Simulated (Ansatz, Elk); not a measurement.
# Bonding as seen by X-rays: Mg7Ir

The structure of Mg7Ir used here is made up (a known structure type with other elements) and was relaxed beforehand with r2SCAN. The aim is the Fourier transform of its all-electron density, F(hkl), set beside the sum over free spherical atoms that refinements use.

Calculated with Elk 11.2.3 (patched build); DFT, PBE, all-electron APW+lo, Dirac cores, scalar-relativistic bands, static density, no spin.

The structure was built from a prototype and need not be the compound's stable phase.

## Step 1: Set-up

Symmetry: P-6m2, No. 187, hexagonal system. The conventional cell has a = 6.088 Å, b = 6.088 Å, c = 4.818 Å, α = 90.00°, β = 90.00°, γ = 120.00°. Ir has 12 Mg at 2.91 to 3.04 Å nearest. Nearest to Mg lie 12 Mg at 2.98 to 3.05 Å. Mg has 8 Mg at 2.84 to 3.05 Å and 2 Ir at 2.91 Å nearest. Nearest to Mg lie 10 Mg at 2.98 to 3.05 Å and 2 Ir at 3.04 Å. Farther neighbours are not listed.

Coordinates:

```cif
data_structure
_symmetry_space_group_name_H-M 'P 1'
_symmetry_Int_Tables_number 1
_cell_length_a 6.0875
_cell_length_b 6.0875
_cell_length_c 4.8185
_cell_angle_alpha 90.000
_cell_angle_beta 90.000
_cell_angle_gamma 120.000
_cell_volume 154.64
loop_
_atom_site_label
_atom_site_type_symbol
_atom_site_fract_x
_atom_site_fract_y
_atom_site_fract_z
_atom_site_occupancy
Ir1 Ir 0.00000 0.00000 0.00000 1
Mg2 Mg 0.33333 0.66667 0.50000 1
Mg3 Mg 0.84470 0.68940 0.50000 1
Mg4 Mg 0.84470 0.15530 0.50000 1
Mg5 Mg 0.31060 0.15530 0.50000 1
Mg6 Mg 0.99974 0.49987 0.00000 1
Mg7 Mg 0.50013 0.49987 0.00000 1
Mg8 Mg 0.50013 0.00026 0.00000 1
```

## Step 2: Ground state and structure factors

An all-electron density is needed, since X-rays see the cores too. Task 0 finds the density and task 195 Fourier-transforms it; tshift is off so that phases refer to the origin typed.

elk.in reads:

```
tasks
  0
  195

xctype
  20

spinpol
  .false.

rgkmax
  7.0

gmaxvr
  14.0

lmaxo
  7

lmaxapw
  8

swidth
  0.002

tshift
  .false.

ramdisk
  .false.

hmaxvr
  5.5

maxscl
  120

epspot
  1e-06

sppath
  './'

avec
  11.50376738731 0.00000000000 0.00000000000
  -5.75188369366 9.96255479664 0.00000000000
  0.00000000000 0.00000000000 9.10558710742

atoms
  2
  'Ir.in'
  1
  -0.0000000000 -0.0000000000 0.0000000000   0.000000 0.000000 0.000000
  'Mg.in'
  7
  0.3333333333 0.6666666667 0.5000000000   0.000000 0.000000 0.000000
  0.8446988146 0.6893976292 0.5000000000   0.000000 0.000000 0.000000
  0.8446988146 0.1553011854 0.5000000000   0.000000 0.000000 0.000000
  0.3106023708 0.1553011854 0.5000000000   0.000000 0.000000 0.000000
  0.9997434731 0.4998717366 0.0000000000   0.000000 0.000000 0.000000
  0.5001282634 0.4998717366 0.0000000000   0.000000 0.000000 0.000000
  0.5001282634 0.0002565269 0.0000000000   0.000000 0.000000 0.000000

ngridk
  4 4 5
```

Started as:

```sh
> OMP_NUM_THREADS=4 elk
```

Numbers of over 12 decimals in the logs are rounded to 6 here.

Output:

```text
┌─────────────────────────┐
│ Elk code version 11.2.3 │
└─────────────────────────┘

All units are atomic (Hartree, Bohr, etc.)

┌─────────────────────────────────────────────────┐
│ Ground-state run starting from atomic densities │
└─────────────────────────────────────────────────┘

Lattice vectors :
   11.50376739       0.000000000       0.000000000
  -5.751883694       9.962554797       0.000000000
   0.000000000       0.000000000       9.105587107

Reciprocal lattice vectors :
  0.5461850101      0.3153400626      -0.000000000
   0.000000000      0.6306801253       0.000000000
   0.000000000      -0.000000000      0.6900362638

Unit cell volume      :    1043.563229
Brillouin zone volume :   0.2376954328

Muffin-tin inner radius fraction :   0.1000000000E-01

Nuclei treated as point charges

Species : 1 (Ir)
 parameters loaded from : Ir.in
 name : iridium
 nuclear charge    :   -77.00000000
 electronic charge :    77.00000000
 atomic mass :    350390.1562
 muffin-tin radius :    2.800000000
 number of radial points in muffin-tin :   1393
 inner part over the whole radius :   0.9964929683E-02
 number on inner part of muffin-tin    :   1000
 approximate nuclear radius :   0.1024342351E-03
 number of mesh points to nuclear radius :    522
 atomic positions (lattice), magnetic fields (Cartesian) :
  1 :   0.00000000  0.00000000  0.00000000    0.00000000  0.00000000  0.00000000

Species : 2 (Mg)
 parameters loaded from : Mg.in
 name : magnesium
 nuclear charge    :   -12.00000000
 electronic charge :    12.00000000
 atomic mass :    44305.30466
 muffin-tin radius :    2.200000000
 number of radial points in muffin-tin :    793
 inner part over the whole radius :   0.9941530515E-02
 number on inner part of muffin-tin    :    552
 approximate nuclear radius :   0.5710277704E-04
 number of mesh points to nuclear radius :    241
 atomic positions (lattice), magnetic fields (Cartesian) :
  1 :   0.33333333  0.66666667  0.50000000    0.00000000  0.00000000  0.00000000
  2 :   0.84469881  0.68939763  0.50000000    0.00000000  0.00000000  0.00000000
  3 :   0.84469881  0.15530119  0.50000000    0.00000000  0.00000000  0.00000000
  4 :   0.31060237  0.15530119  0.50000000    0.00000000  0.00000000  0.00000000
  5 :   0.99974347  0.49987174  0.00000000    0.00000000  0.00000000  0.00000000
  6 :   0.50012826  0.49987174  0.00000000    0.00000000  0.00000000  0.00000000
  7 :   0.50012826  0.00025653  0.00000000    0.00000000  0.00000000  0.00000000

Total number of atoms per unit cell :    8
Total muffin-tin volume :    404.1679893
 ratio of muffin-tin to unit cell volume :   0.3872961197

Spin treatment :
 spin-unpolarised

Number of Bravais lattice symmetries :   24
Number of crystal symmetries         :   12
Crystal has no inversion symmetry
Complex Hermitian eigensolver will be used

k-point grid :      4     4     5
k-point offset :    0.000000000       0.000000000       0.000000000
k-point set is reduced with full crystal symmetry group
Total number of k-points :       15

Muffin-tin radius times maximum |G+k| :    7.000000000
 using average radius
Maximum |G+k| for APW functions       :    3.076923077
Maximum (1/2)|G+k|²                   :    4.733727811
Maximum |G| for potential and density :    14.00000000
Constant for pseudocharge density :   10
 order of it for each species :   17  17
 order of it for pair densities of each species (exact exchange by exxq0 0: 18) :   15   9
Radial integration step length :    1

G-vector grid sizes :     54    54    42
Number of G-vectors :    48317

Maximum angular momentum used for
 APW functions            :    8
 outer part of muffin-tin :    7
 inner part of muffin-tin :    2

Total nuclear charge    :   -161.0000000
Total core charge       :    62.00000000
Total valence charge    :    99.00000000
Total excess charge     :    0.000000000
Total electronic charge :    161.0000000

Effective Wigner radius, rₛ :    1.156648576

Number of empty states         :     32
[...]
Madelung                    :     -24139.057420677
 xc potential                :     -644.79693233325
 exchange                    :     -456.99584267962
 correlation                 :     -7.903248
 electron entropic           :    -0.15223041115921E-02
 total energy                :     -19260.229016302

Density of states at Fermi energy :    117.9328391
 (states/Hartree/unit cell)

Estimated indirect band gap :   0.2449912703E-02
 from k-point 10 to k-point 11
Estimated direct band gap   :   0.6981549742E-02
 at k-point 10

Charges :
 core                        :    62.00000000
 valence                     :    99.00000000
 interstitial                :    10.49265769
 muffin-tins (core leakage)
  species : 1 (Ir)
[...]
species : 2 (Mg)
[...]
total in muffin-tins        :    150.5073423
 total calculated charge     :    160.9997184
 total charge                :    161.0000000
 error                       :   0.2815768467E-03

RMS change in Kohn-Sham potential (target) :   0.6584094901     (  0.1000000000E-05)
Absolute change in total energy (target)   :   0.9941643370     (  0.1000000000E-03)

[... loops 3 to 15 left out ...]

┌──────────────────┐
│ Loop number : 16 │
└──────────────────┘

Energies :
 Fermi                       :     0.173392
 sum of occupied eigenvalues :     -11711.063875964
 electron kinetic            :      21758.369089149
 core electron kinetic       :      20533.707045533
 Coulomb                     :     -40554.401733855
 Coulomb potential           :     -32863.793868806
 nuclear-nuclear             :     -1350.6375063263
 electron-nuclear            :     -45565.753233656
 Hartree                     :      6361.9890061279
 Madelung                    :     -24122.504799452
 xc potential                :     -605.63909630676
 exchange                    :     -456.56299817445
 correlation                 :     -7.894962
 electron entropic           :    -0.12979846894833E-02
 total energy                :     -19260.491902425

Density of states at Fermi energy :    98.86105284
 (states/Hartree/unit cell)

Estimated indirect band gap :   0.3475196724E-02
 from k-point 13 to k-point 5
Estimated direct band gap   :   0.1011362454E-01
 at k-point 5

Charges :
 core                        :    62.00000000
 valence                     :    99.00000000
 interstitial                :    11.09064428
 muffin-tins (core leakage)
  species : 1 (Ir)
[...]
species : 2 (Mg)
[...]
total in muffin-tins        :    149.9093557
 total calculated charge     :    160.9997367
 total charge                :    161.0000000
 error                       :   0.2632983122E-03

RMS change in Kohn-Sham potential (target) :   0.2762775120E-06 (  0.1000000000E-05)
Absolute change in total energy (target)   :   0.5596719711E-04 (  0.1000000000E-03)

Convergence targets achieved

┌──────────────────┐
│ Loop number : 17 │
└──────────────────┘

Energies :
 Fermi                       :     0.173392
 sum of occupied eigenvalues :     -11711.063882254
 electron kinetic            :      21758.369099388
 core electron kinetic       :      20533.707046486
 Coulomb                     :     -40554.401749359
 Coulomb potential           :     -32863.793841383
 nuclear-nuclear             :     -1350.6375063263
 electron-nuclear            :     -45565.753292462
 Hartree                     :      6361.9890494295
 Madelung                    :     -24122.504828668
 xc potential                :     -605.63914025958
 exchange                    :     -456.56299899426
 correlation                 :     -7.894962
 electron entropic           :    -0.12979840560376E-02
 total energy                :     -19260.491908515

Density of states at Fermi energy :    98.86098747
 (states/Hartree/unit cell)

Estimated indirect band gap :   0.3475206487E-02
 from k-point 13 to k-point 5
Estimated direct band gap   :   0.1011363080E-01
 at k-point 5

Charges :
 core                        :    62.00000000
 valence                     :    99.00000000
 interstitial                :    11.09064349
 muffin-tins (core leakage)
  species : 1 (Ir)
[...]
species : 2 (Mg)
[...]
atom 5                    :    10.51189379     ( -0.9828258651E-07)
   atom 6                    :    10.51189379     ( -0.9828258651E-07)
   atom 7                    :    10.51189379     ( -0.9828258651E-07)
 total in muffin-tins        :    149.9093565
 total calculated charge     :    160.9997367
 total charge                :    161.0000000
 error                       :   0.2632983273E-03

┌──────────────────────────────┐
│ Self-consistent loop stopped │
└──────────────────────────────┘

Warning : core states of species 1 leak from the muffin-tin :   0.2500815503E-03

Wrote STATE.OUT
```

The job ended after 54 s (4 threads of Intel Xeon Platinum 8488C (Sapphire Rapids), shared host; peak memory 0.35 GiB; 2.5 min of CPU time).

SFACRHO.OUT:

```text

h k l indices transformed by vhmat matrix:
   1.000000000       0.000000000       0.000000000    
   0.000000000       1.000000000       0.000000000    
   0.000000000       0.000000000       1.000000000    

      h      k      l  multipl.   |H|            Re(F)            Im(F)           |F|

      0      0      0      1   0.0000000       161.00000      0.94607849E-16   161.00000    
      0     -1      0      3  0.63068013       65.575951       1.4495304       65.591970    
      1     -1      0      3  0.63068013       65.575951      -1.4495304       65.591970    
      0      0     -1      2  0.69003626       62.479155     -0.21395387E-13   62.479155    
      0      1     -1      6  0.93483018       57.963000       1.3494189       57.978706    
     -1      1     -1      6  0.93483018       57.963000      -1.3494189       57.978706    
      2     -1      0      6   1.0923700       59.233241      0.78831155E-11   59.233241    
      0      2      0      3   1.2613603       75.028285       30.151978       80.860283    
     -2      2      0      3   1.2613603       75.028285      -30.151978       80.860283    
     -2      1      1     12   1.2920613       56.339435     -0.10912974E-07   56.339435    
      0      0      2      2   1.3800725       124.32684     -0.38584165E-13   124.32684    
      0     -2     -1      6   1.4377690       105.66475       28.816303       109.52360    
     -2      0      1      6   1.4377690       105.66475      -28.816303       109.52360    
      0     -1     -2      6   1.5173522       56.569183       1.1023488       56.579922    
      1     -1      2      6   1.5173522       56.569183      -1.1023487       56.579922    
     -1      3      0      6   1.6686228       49.134608       2.0640346       49.177942    
     -1     -2      0      6   1.6686228       49.134608      -2.0640346       49.177942    
      2     -1      2     12   1.7600774       52.624229      0.65967409E-11   52.624229
```

Elk indexes on the primitive cell of elk.in and gives |H| = 4π sin θ/λ in inverse bohr. Below, one row stands for each form hkl of the conventional cell (m members, Friedel mates merged), F is for one primitive cell and the density is static (no thermal factor). Free-atom factors are Waasmaier and Kirfel's, and R is Σm||F|−|F'||/Σm|F|.

| hkl | m | sin θ/λ (Å⁻¹) | abs F, DFT | neutral atoms | diff. | abs of complex diff. |
| --- | --- | --- | --- | --- | --- | --- |
| 100 | 6 | 0.095 | 65.592 | 65.303 | +0.289 | 0.290 |
| 001 | 2 | 0.104 | 62.479 | 62.214 | +0.265 | 0.265 |
| 101 | 12 | 0.141 | 57.979 | 57.779 | +0.200 | 0.201 |
| 110 | 6 | 0.164 | 59.233 | 59.146 | +0.087 | 0.087 |
| 200 | 6 | 0.190 | 80.860 | 81.053 | -0.192 | 0.216 |
| 111 | 12 | 0.194 | 56.339 | 56.415 | -0.076 | 0.076 |
| 002 | 2 | 0.207 | 124.327 | 125.040 | -0.713 | 0.713 |
| 201 | 12 | 0.216 | 109.524 | 110.142 | -0.618 | 0.624 |
| 102 | 12 | 0.228 | 56.580 | 56.760 | -0.180 | 0.181 |
| 210 | 12 | 0.251 | 49.178 | 49.276 | -0.098 | 0.105 |
| 112 | 12 | 0.265 | 52.624 | 52.768 | -0.143 | 0.143 |
| 211 | 24 | 0.272 | 55.808 | 55.914 | -0.106 | 0.106 |
| 202 | 12 | 0.281 | 71.877 | 71.982 | -0.105 | 0.105 |
| 300 | 6 | 0.284 | 51.218 | 51.295 | -0.077 | 0.087 |
| 301 | 12 | 0.303 | 50.811 | 50.868 | -0.056 | 0.057 |
| 003 | 2 | 0.311 | 49.628 | 49.685 | -0.057 | 0.057 |
| 103 | 12 | 0.325 | 47.071 | 47.135 | -0.064 | 0.064 |
| 212 | 24 | 0.326 | 45.336 | 45.383 | -0.046 | 0.047 |
| 220 | 6 | 0.329 | 104.078 | 104.136 | -0.058 | 0.058 |
| 310 | 12 | 0.342 | 49.018 | 49.073 | -0.055 | 0.057 |
| 221 | 12 | 0.344 | 49.069 | 49.117 | -0.048 | 0.048 |
| 113 | 12 | 0.352 | 47.123 | 47.171 | -0.047 | 0.047 |

## Step 3: The highest occupied states alone

An energy window below the Fermi level keeps the highest occupied states, to see at which angles they scatter; shallow core shells can lie inside it and anion s states outside. No new self-consistency is needed.

elk.in, as its differences from that of step 2:

```diff
@@ -1,3 +1,2 @@
 tasks
-  0
   195
@@ -40,2 +39,5 @@
 
+wsfac
+  -0.267600 0.473390
+
 sppath
```

Started as:

```sh
> OMP_NUM_THREADS=4 elk
```

Output:

```text
┌─────────────────────────────────┐
│ Elk code version 11.2.3 started │
└─────────────────────────────────┘

Info(readinput): the functional depends on the density's gradient
 muffin-tin radial points multiplied by    2.00000
 (not where nrmtscf is given)

┌────────────────────┐
│ Current task : 195 │
└────────────────────┘

Info(sfacrho): density structure factors written to SFACRHO.OUT

 Energy window :  -0.2676000000      0.4733900000

┌──────────────────┐
│ Elk code stopped │
└──────────────────┘
```

Run time: 13 s. Hardware: 4 threads; peak memory 0.19 GiB.

States within 12 eV below the Fermi level hold 23.00 electrons; any levels below the window count with the cores. Their amplitudes can exceed the total, where window and core parts have opposite phase:

| hkl | sin θ/λ (Å⁻¹) | abs F, window | abs F, all |
| --- | --- | --- | --- |
| 100 | 0.095 | 6.205 | 65.592 |
| 001 | 0.104 | 5.721 | 62.479 |
| 101 | 0.141 | 4.510 | 57.979 |
| 110 | 0.164 | 3.787 | 59.233 |
| 200 | 0.190 | 2.939 | 80.860 |
| 111 | 0.194 | 2.774 | 56.339 |
| 002 | 0.207 | 1.862 | 124.327 |
| 201 | 0.216 | 1.705 | 109.524 |
| 102 | 0.228 | 1.836 | 56.580 |
| 210 | 0.251 | 1.461 | 49.178 |

## Step 4: Another functional

The difference from free atoms is small, so it is set against the change that PBEsol makes.

elk.in, as its differences from that of step 3:

```diff
@@ -1,2 +1,3 @@
 tasks
+  0
   195
@@ -4,3 +5,3 @@
 xctype
-  20
+  22
 
@@ -39,5 +40,2 @@
 
-wsfac
-  -0.267600 0.473390
-
 sppath
```

Started as:

```sh
> OMP_NUM_THREADS=4 elk
```

Output:

```text
┌─────────────────────────┐
│ Elk code version 11.2.3 │
└─────────────────────────┘

All units are atomic (Hartree, Bohr, etc.)

┌─────────────────────────────────────────────────┐
│ Ground-state run starting from atomic densities │
└─────────────────────────────────────────────────┘

Lattice vectors :
   11.50376739       0.000000000       0.000000000
  -5.751883694       9.962554797       0.000000000
   0.000000000       0.000000000       9.105587107

Reciprocal lattice vectors :
  0.5461850101      0.3153400626      -0.000000000
[...]
muffin-tins (core leakage)
  species : 1 (Ir)
[...]
species : 2 (Mg)
[...]
atom 6                    :    10.51198397     ( -0.9828258651E-07)
   atom 7                    :    10.51198397     ( -0.9828258651E-07)
 total in muffin-tins        :    149.9172229
 total calculated charge     :    160.9997361
 total charge                :    161.0000000
 error                       :   0.2638681056E-03

┌──────────────────────────────┐
│ Self-consistent loop stopped │
└──────────────────────────────┘

Warning : core states of species 1 leak from the muffin-tin :   0.2501433043E-03

Wrote STATE.OUT
[key lines of the parts left out:]
total energy                :     -19252.429664086
```

Wall time 54 s (4 threads); peak memory 0.34 GiB.

Against the first run R = 0.02 %; the largest change is -0.041 at 222.

## Step 5: A coarser k-mesh

About half the k-points along each axis test the sampling.

elk.in, as its differences from that of step 4:

```diff
@@ -5,3 +5,3 @@
 xctype
-  22
+  20
 
@@ -64,2 +64,2 @@
 ngridk
-  4 4 5
+  2 2 2
```

Started as:

```sh
> OMP_NUM_THREADS=4 elk
```

Output:

```text
┌─────────────────────────┐
│ Elk code version 11.2.3 │
└─────────────────────────┘

All units are atomic (Hartree, Bohr, etc.)

┌─────────────────────────────────────────────────┐
│ Ground-state run starting from atomic densities │
└─────────────────────────────────────────────────┘

Lattice vectors :
   11.50376739       0.000000000       0.000000000
  -5.751883694       9.962554797       0.000000000
   0.000000000       0.000000000       9.105587107

Reciprocal lattice vectors :
  0.5461850101      0.3153400626      -0.000000000
[...]
muffin-tins (core leakage)
  species : 1 (Ir)
[...]
species : 2 (Mg)
[...]
atom 6                    :    10.51163281     ( -0.9828258518E-07)
   atom 7                    :    10.51163281     ( -0.9828258518E-07)
 total in muffin-tins        :    149.9203108
 total calculated charge     :    160.9997179
 total charge                :    161.0000000
 error                       :   0.2821089656E-03

┌──────────────────────────────┐
│ Self-consistent loop stopped │
└──────────────────────────────┘

Warning : core states of species 1 leak from the muffin-tin :   0.2506861637E-03

Wrote STATE.OUT
[key lines of the parts left out:]
total energy                :     -19260.493240827
```

The job ended after 31 s (4 threads; peak memory 0.32 GiB; 61 s of CPU time).

Against the first run R = 0.01 %; the largest change is +0.071 at 002.

## Step 6: Settings against the effect

| run | R against the first run (%) | R against neutral atoms, low angle (%) | wall time |
| --- | --- | --- | --- |
| PBE, rgkmax 7 | 0.00 | 0.29 | 54 s |
| PBEsol | 0.02 | 0.30 | 54 s |
| k-mesh 2×2×2 | 0.01 | 0.29 | 31 s |

## Step 7: Outcome

- R against neutral atoms, sin θ/λ < 0.3 Å⁻¹: 0.29 %
- R against neutral atoms, 0.3 to 0.77 Å⁻¹: 0.11 %

**Reading.** Independent neutral atoms miss the calculated amplitudes by R = 0.29 % below 0.3 Å⁻¹ and 0.11 % from there to 0.77 Å⁻¹; by shells, 0.38 % below 0.15 Å⁻¹ (3 forms), 0.28 % 0.15 to 0.3 (11 forms), 0.09 % 0.3 to 0.45 (25 forms), 0.11 % above 0.45 (110 forms). Bonding, aspherical density and the tables' own atoms all enter these figures, and the runs don't part them. The largest change of an amplitude is -0.71 electrons, at 002. The window's part falls from 23.0 electrons at the origin to at most 0.28 between 0.45 and 0.77 Å⁻¹. Below 0.3 Å⁻¹ the changes that finished (PBEsol and k-mesh 2×2×2) move F by R = 0.04 % at most, against the 0.29 % that separates it from free atoms. The basis has no finished test. These runs have no spin, though d or f shells may be open. Spin-orbit coupling is left out, which can matter for elements this heavy. Part of the difference isn't bonding: the tables are fits to free atoms and ions calculated by other methods than this functional. Thermal motion, anomalous dispersion and extinction are left out.

[Logs are printed without paths, hosts, clocks, repeated set-up lines and the standing remarks that a program may print on its own settings, such as how far it seeks lower states.]

[Hosts, paths, dates, database ids (printed as entryN), source tags and the programs' standing remarks are cut or masked in the printed files.]
